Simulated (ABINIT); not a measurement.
# TaAgO3 (Pm-3m): G0W0 with ABINIT, start to end

Aim: the G0W0 gap of TaAgO3 (Pm-3m) on PBEsol, step by step.

Main program and level: ABINIT 10.8.3; PBEsol and many-body steps on it, plane waves.

This is a report of a sequence of runs, with most program output left out.

## Step 1: Set-up

The structure is cubic, space group Pm-3m (No. 221). The conventional cell has a = 3.999 Å, b = 3.999 Å, c = 3.999 Å, α = 90.00°, β = 90.00°, γ = 90.00°. Nearest to Ta lie 6 O at 2.00 Å. Ag has 12 O at 2.83 Å nearest. Nearest to O lie 2 Ta at 2.00 Å. Farther neighbours and most contacts between anions are not listed.

The cell and positions are those that the Materials Project relaxed with its own functionals (PBE, PBE+U or r2SCAN), kept fixed. Spin-orbit coupling is left out unless a step names it.

## Step 2: Ground state

This step: ABINIT 10.8.3; DFT, PBEsol, plane waves, norm-conserving pseudopotentials.

The ground-state density comes first.

The input, run.abi:

```
acell 3*1.0 Angstrom
rprim 
  3.999370000000 0.000000000000 0.000000000000
  0.000000000000 3.999370000000 0.000000000000
  0.000000000000 0.000000000000 3.999370000000
ntypat 3
znucl 73 47 8
natom 5
typat 1 2 3 3 3
xred 
  0.000000000000 0.000000000000 0.000000000000
  0.500000000000 0.500000000000 0.500000000000
  0.000000000000 0.000000000000 0.500000000000
  0.000000000000 0.500000000000 0.000000000000
  0.500000000000 0.000000000000 0.000000000000
pp_dirpath "pseudos"
pseudos "Ta.upf, Ag.upf, O.upf"
ecut 37
ngkpt 6 6 6
nshiftk 1
shiftk 0 0 0
kptopt 1
chksymbreak 0
nband 31
occopt 1
tolvrs 1e-10
nstep 60
prtwf 0
optforces 0
optstress 0
indata_prefix "in"
outdata_prefix "out"
tmpdata_prefix "tmp"
```

Launch:

```bash
> OMP_NUM_THREADS=1 mpirun -n 4 abinit run.abi > log
```

It took 46 s on 4 MPI ranks of Arm Neoverse V1, shared host; peak memory 0.35 GiB; 3.1 min of CPU time.

Numbers from this step:

- total energy: -7334.9752 eV
- gap: 1.588 eV
- k of the valence top: 0.5, 0.5, 0
- k of the conduction bottom: 0, 0, 0
- least direct gap: 2.171 eV

The gap is indirect, with the least direct gap 0.58 eV higher.

## Step 3: Bands along the symmetry lines

Levels along a band path, at the cheap level, show where the edges lie and whether the meshes to come will hold them.

The input, run.abi:

```
acell 3*1.0 Angstrom
rprim 
  3.999370000000 0.000000000000 0.000000000000
  0.000000000000 3.999370000000 0.000000000000
  0.000000000000 0.000000000000 3.999370000000
ntypat 3
znucl 73 47 8
natom 5
typat 1 2 3 3 3
xred 
  0.000000000000 0.000000000000 0.000000000000
  0.500000000000 0.500000000000 0.500000000000
  0.000000000000 0.000000000000 0.500000000000
  0.000000000000 0.500000000000 0.000000000000
  0.500000000000 0.000000000000 0.000000000000
pp_dirpath "pseudos"
pseudos "Ta.upf, Ag.upf, O.upf"
ecut 37
iscf -2
irdden 1
kptopt 0
nkpt 50
kpt 
  0.00000000 0.00000000 0.00000000
  0.00000000 0.06250000 0.00000000
  0.00000000 0.12500000 0.00000000
  0.00000000 0.18750000 0.00000000
  0.00000000 0.25000000 0.00000000
  0.00000000 0.31250000 0.00000000
  0.00000000 0.37500000 0.00000000
  0.00000000 0.43750000 0.00000000
  0.00000000 0.50000000 0.00000000
  0.06250000 0.50000000 0.00000000
  0.12500000 0.50000000 0.00000000
  0.18750000 0.50000000 0.00000000
  0.25000000 0.50000000 0.00000000
  0.31250000 0.50000000 0.00000000
  0.37500000 0.50000000 0.00000000
  0.43750000 0.50000000 0.00000000
  0.50000000 0.50000000 0.00000000
  0.43750000 0.43750000 0.00000000
  0.37500000 0.37500000 0.00000000
  0.31250000 0.31250000 0.00000000
  0.25000000 0.25000000 0.00000000
  0.18750000 0.18750000 0.00000000
  0.12500000 0.12500000 0.00000000
  0.06250000 0.06250000 0.00000000
  0.00000000 0.00000000 0.00000000
  0.06250000 0.06250000 0.06250000
  0.12500000 0.12500000 0.12500000
  0.18750000 0.18750000 0.18750000
  0.25000000 0.25000000 0.25000000
  0.31250000 0.31250000 0.31250000
  0.37500000 0.37500000 0.37500000
  0.43750000 0.43750000 0.43750000
  0.50000000 0.50000000 0.50000000
  0.43750000 0.50000000 0.43750000
  0.37500000 0.50000000 0.37500000
  0.31250000 0.50000000 0.31250000
  0.25000000 0.50000000 0.25000000
  0.18750000 0.50000000 0.18750000
  0.12500000 0.50000000 0.12500000
  0.06250000 0.50000000 0.06250000
  0.00000000 0.50000000 0.00000000
  0.50000000 0.50000000 0.50000000
  0.50000000 0.50000000 0.43750000
  0.50000000 0.50000000 0.37500000
  0.50000000 0.50000000 0.31250000
  0.50000000 0.50000000 0.25000000
  0.50000000 0.50000000 0.18750000
  0.50000000 0.50000000 0.12500000
  0.50000000 0.50000000 0.06250000
  0.50000000 0.50000000 0.00000000
istwfk *1
nband 32
nbdbuf 2
tolwfr 1e-08
nstep 40
prtwf 0
prtvol 0
indata_prefix "in"
outdata_prefix "out"
tmpdata_prefix "tmp"
```

The job ended after 52 s (4 MPI ranks; peak memory 0.38 GiB; 3.5 min of CPU time).

Numbers from this step:

- gap: 1.588 eV
- k of the valence top: 0.5, 0.5, 0
- k of the conduction bottom: 0, 0, 0
- least direct gap: 2.171 eV

The gap is 1.588 eV, as in the run before at this level.

Electronic bands along the path, in eV, zero at the top of the highest filled band:

```tsv
point	band 22	band 23	band 24	band 25	band 26	band 27	band 28	band 29
Γ	-1.37	-1.12	-1.12	-1.12	1.59	2.16	2.16	2.16
halfway	-1.43	-0.59	-0.58	-0.58	2.08	2.88	3.45	3.45
X	-1.36	-0.24	-0.17	-0.17	2.00	4.63	4.63	4.83
halfway	-0.97	-0.75	-0.45	-0.28	3.42	4.66	4.71	5.41
M	-1.26	-0.56	-0.56	0.00	4.69	4.69	5.13	6.10
halfway	-1.07	-0.70	-0.63	-0.54	3.38	3.44	3.49	4.54
Γ	-1.37	-1.12	-1.12	-1.12	1.59	2.16	2.16	2.16
halfway	-1.21	-0.88	-0.21	-0.21	3.41	4.33	4.33	4.75
R	-1.26	-0.33	-0.33	-0.33	3.32	6.04	6.04	6.04
halfway	-1.07	-0.41	-0.34	-0.25	4.15	4.46	5.20	5.32
X	-1.36	-0.24	-0.17	-0.17	2.00	4.63	4.63	4.83
jump to R	-1.26	-0.33	-0.33	-0.33	3.32	6.04	6.04	6.04
halfway	-1.25	-0.36	-0.36	-0.15	4.13	5.20	5.20	6.07
M	-1.26	-0.56	-0.56	0.00	4.69	4.69	5.13	6.10
```

## Step 4: Empty states on the mesh, 2×2×2 mesh, 55 bands

The sums over transitions need many empty states on a uniform mesh; this step solves for them.

The input, run.abi:

```
acell 3*1.0 Angstrom
rprim 
  3.999370000000 0.000000000000 0.000000000000
  0.000000000000 3.999370000000 0.000000000000
  0.000000000000 0.000000000000 3.999370000000
ntypat 3
znucl 73 47 8
natom 5
typat 1 2 3 3 3
xred 
  0.000000000000 0.000000000000 0.000000000000
  0.500000000000 0.500000000000 0.500000000000
  0.000000000000 0.000000000000 0.500000000000
  0.000000000000 0.500000000000 0.000000000000
  0.500000000000 0.000000000000 0.000000000000
pp_dirpath "pseudos"
pseudos "Ta.upf, Ag.upf, O.upf"
ecut 37
ngkpt 2 2 2
nshiftk 1
shiftk 0 0 0
kptopt 1
chksymbreak 0
iscf -2
irdden 1
istwfk *1
nband 55
nbdbuf 4
tolwfr 1e-09
nstep 60
prtvol 0
indata_prefix "in"
outdata_prefix "out"
tmpdata_prefix "tmp"
```

The job ended after 10 s (4 MPI ranks; peak memory 0.28 GiB; 41 s of CPU time).

This step gave:

* gap: 1.588 eV
* k of the valence top: 0.5, 0.5, 0
* k of the conduction bottom: 0, 0, 0
* least direct gap: 2.171 eV
* k points computed: 4
* lowest point of the top converged band, above the valence top: 26.82 eV

On this mesh the gap is 1.588 eV.

## Step 5: Screening, 2×2×2 mesh, 51 bands, screening to 87.1 eV

The RPA dielectric matrix is built and inverted for each q.

This step: RPA screening on PBEsol, plane waves, norm-conserving pseudopotentials.

Changes to run.abi since step 4:

```diff
@@ -23,10 +23,11 @@
 chksymbreak 0
-iscf -2
-irdden 1
 istwfk *1
-nband 55
-nbdbuf 4
-tolwfr 1e-09
-nstep 60
-prtvol 0
+occopt 1
+irdwfk 1
+optdriver 3
+nband 51
+ecuteps 3.2
+inclvkb 2
+awtr 1
+symchi 1
 indata_prefix "in"
```

Elapsed: 7.2 s, on 4 MPI ranks; peak memory 0.59 GiB.

Numbers from this step:

```yaml
eps_infinity_with_local_fields_on_this_mesh_along_the_program_s_q_direction: 11.49
the_same_without_local_fields: 11.89
plasma_frequency: 32.83 eV
plane_waves_in_the_screening_matrix: 123
```

Local fields lower ε∞ by 3 %. On a Γ-centred mesh this coarse the value itself is usually too large, while a short band sum pulls it down.

## Step 6: Self-energy, 2×2×2 mesh, 51 bands, screening to 87.1 eV

The self-energy is evaluated for the states that the input lists, and the levels follow from it, in one-shot runs by the linearised quasiparticle equation.

This step: G0W0 on PBEsol, plane waves, norm-conserving pseudopotentials.

Changes to run.abi since step 5:

```diff
@@ -26,8 +26,19 @@
 irdwfk 1
-optdriver 3
+optdriver 4
 nband 51
+gwcalctyp 0
+ecutsigx 37
+symsigma 1
+nkptgw 3
+kptgw 
+  0.5000000000 0.5000000000 0.0000000000
+  0.0000000000 0.0000000000 0.0000000000
+  0.5000000000 0.0000000000 0.0000000000
+bdgw 
+  23 27
+  23 29
+  24 28
 ecuteps 3.2
-inclvkb 2
-awtr 1
-symchi 1
+irdscr 1
+ppmodel 1
 indata_prefix "in"
```

Elapsed: 5.6 s, on 4 MPI ranks; peak memory 0.27 GiB; 22 s of CPU time.

This step gave:

| Property | Result |
| --- | --- |
| G0W0 gap on the points computed | 2.452 eV |
| starting gap on the mesh | 1.588 eV |
| k of the valence top | 0.5, 0.5, 0 |
| k of the conduction bottom | 0, 0, 0 |
| Z at the valence top | 0.771 |
| Z at the conduction bottom | 0.834 |
| least direct G0W0 gap on the computed points | 3.556 eV |

The gap on the mesh goes from 1.59 eV to 2.45 eV, a correction of +0.86 eV.

Limits: finite bands, cutoff and mesh; d shell near the gap, gap tends to lie low; no spin-orbit coupling; coarse k mesh. v1 is the top filled band, c1 the lowest empty one. The levels before and after the correction (eV, zero at the valence-band top of each column):

```tsv
	conduction bottom	valence top
Kohn-Sham	1.59	0.00
G0W0	2.45	0.00
```

```tsv
	level	energy (eV)
Kohn-Sham	(0.5 0.5 0) v3-v2	-0.556
Kohn-Sham	(0.5 0.5 0) v1	0.000
Kohn-Sham	(0.5 0.5 0) c1-c2	4.692
Kohn-Sham	Γ v3-v1	-1.121
Kohn-Sham	Γ c1	1.588
Kohn-Sham	Γ c2-c4	2.157
G0W0	(0.5 0.5 0) v3-v2	-1.141
G0W0	(0.5 0.5 0) v1	0.000
G0W0	(0.5 0.5 0) c1-c2	6.414
G0W0	Γ v3-v1	-1.104
G0W0	Γ c1	2.452
G0W0	Γ c2-c4	3.631
```

## Step 7: Where the time went

Times are wall times on 4 MPI ranks of Arm Neoverse V1, shared host, good to a factor of about two.

```tsv
step	time	share	memory (GiB)
ground state	46 s	38 %	0.35
bands along the symmetry lines	52 s	43 %	0.38
empty states on the mesh	10 s	8 %	0.28
screening	7.2 s	6 %	0.59
self-energy	5.6 s	5 %	0.27
```

## Step 8: Results

| Item | Value |
| --- | --- |
| PBEsol gap | 1.59 eV, indirect |
| G0W0 gap on the mesh | 2.45 eV |
| GW settings | 2×2×2 mesh, 51 bands, screening to 87.1 eV, Godby-Needs plasmon pole |
| known limits | not at the basis limit; d shell near the gap, gap tends to lie low; no spin-orbit coupling; coarse k mesh |

What this shows: G0W0 moves the gap on the mesh from 1.59 eV to 2.45 eV (+0.86 eV), with Z of 0.77 and 0.83 at the edges. Local fields lower the RPA ε∞ on this mesh from 11.89 to 11.49; a Γ-centred mesh this coarse tends to raise both, most where the direct gap is narrow, while a short band sum lowers them. Only 3 of the mesh's irreducible points were corrected, so a valley elsewhere could overtake. Bands and cutoff are finite, so the gap is not at the basis limit. The miss can reach some tenths of an eV and take either sign; the mesh is an error of its own. In the G0W0 run levels were corrected at 3 k points alone, so a gap called «on the mesh» is the least over those, and an edge elsewhere would be missed. The 2×2×2 mesh is coarse for this cell, which bears on the long-range parts of exchange and screening. This is the ideal cubic cell; many perovskites, halides above all, are cubic only on average, and local tilts or off-centring can widen the gap. A d shell, filled or nearly so, lies near the gap. One-shot GW converges very slowly in bands there, not always from below, and on a semilocal start the gap tends to come out low; starts rich in exact exchange can overshoot instead. The many-body steps are scalar-relativistic: spin-orbit coupling is not in them.

[Paths, hosts, dates, memory and timing lines, banners, echoed tables and standing remarks are left out of the program output.]

[Logs are printed without paths, hosts, clocks, repeated set-up lines and the standing remarks that a program may print on its own settings, such as how far it seeks lower states.]

[Runs of the session that timed out or met a known fault of the program may be left out.]

[Hosts, paths, dates, database ids (printed as entryN), source tags and the programs' standing remarks are cut or masked in the printed files.]

[G0W0 gaps are taken among the corrected bands and points alone; a level outside them can change the order at an edge.]

[Where Ansatz stands beside ABINIT at settings called matched, ABINIT's density can come from a denser mesh and the files from another edition; pairs whose starting gaps differed by over 0.03 eV were left out, so agreement reads better than it is.]
